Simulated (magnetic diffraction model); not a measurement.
# Al₂V₄CoCu₃: what an assumed order does to the neutron pattern

Space group P3m1 (no. 156), a = 3.9290 Å, c = 9.4090 Å.

```csv
site,atom,x,y,z
1b,Cu,1/3,2/3,0.5720
1b,Cu,1/3,2/3,0.0758
1a,Cu,0,0,0.9262
1a,Co,0,0,0.4276
1c,V,2/3,1/3,0.4705
1c,V,2/3,1/3,0.0067
1b,V,1/3,2/3,0.3295
1a,V,0,0,0.6706
1b,Al,1/3,2/3,0.8244
1a,Al,0,0,0.1894
```

The compound is invented for this exercise: a known structure type with other elements, its cell scaled to their sizes and not relaxed.

Only Co is taken to order (form factors of Co2+); orders and moment sizes are assumed, and not adapted to the symmetry. Radiation: neutrons of λ = 2.41 Å, 8° to 65°; isotropic B of 0.71 Å² (Cu), 0.89 Å² (Co), 0.65 Å² (V) and 1 Å² (Al). The intensities are simulated: I ∝ L Σ (|F_N|² + |F_M⊥|²) for unpolarised neutrons, with F_M = 2.695 fm/μB × Σ f(s) S exp(2πi Q·r) exp(−B s²) at Q = H ± k (one set where k and −k are equivalent), only the part normal to Q counting and L = 1/(sin²θ cos θ). For collinear order S is the moment m, which repeats by lattice and centring translations R with the sign exp(−2πi k·R). Form factors are spin-only for 3d ions and dipole or tabulated for f ions, scattering lengths are Sears's of 1992, and absorption is left out. A label names one of the reflections at its angle. The strongest nuclear line in the range is 100, and lines under 0.2 are left out.

Assume the order k = (0 1/2 0), collinear moments along [120], 2.25 μB on Co.

Q: Where does magnetic intensity appear, and how strong is it?

| 2θ (°) | index | nuclear | magnetic |
| --- | --- | --- | --- |
| 14.72 | (0 0 1) | 48.6 | 0.0 |
| 25.25 | (0 1/2 1) | 0.0 | 5.6 |
| 29.68 | (0 0 2) | 24.0 | 0.0 |
| 35.72 | (1 -1/2 0) | 0.0 | 3.6 |
| 36.28 | (0 1/2 2) | 0.0 | 4.8 |
| 38.82 | (1 -1/2 1) | 0.0 | 6.0 |
| 41.48 | (1 0 0) | 89.8 | 0.0 |
| 44.24 | (1 0 1) | 24.5 | 0.0 |
| 45.19 | (0 0 3) | 7.5 | 0.0 |
| 47.10 | (1 -1/2 2) | 0.0 | 3.6 |
| 50.05 | (0 1/2 3) | 0.0 | 2.5 |
| 51.83 | (1 0 2) | 100.0 | 0.0 |
| 55.87 | (1 1/2 0) | 0.0 | 1.0 |
| 58.11 | (1 1/2 1) | 0.0 | 1.9 |
| 58.89 | (1 -1/2 3) | 0.0 | 1.9 |
| 61.63 | (0 0 4) | 4.8 | 0.0 |
| 63.00 | (1 0 3) | 17.9 | 0.0 |
| 64.54 | (1 1/2 2) | 0.0 | 1.7 |

The strongest magnetic line in the range is (1 -1/2 1) at 38.82° (6.0). On top of the Lorentz factor, which all lines share, magnetic lines fade with angle because f falls: for Co2+ it is 0.91, 0.71, 0.49 and 0.18 at sin θ/λ = 0.1, 0.2, 0.3 and 0.5 Å⁻¹, while nuclear lengths stay constant. The order has no net moment.

[Logs are printed without paths, hosts, clocks, repeated set-up lines and the standing remarks that a program may print on its own settings, such as how far it seeks lower states.]
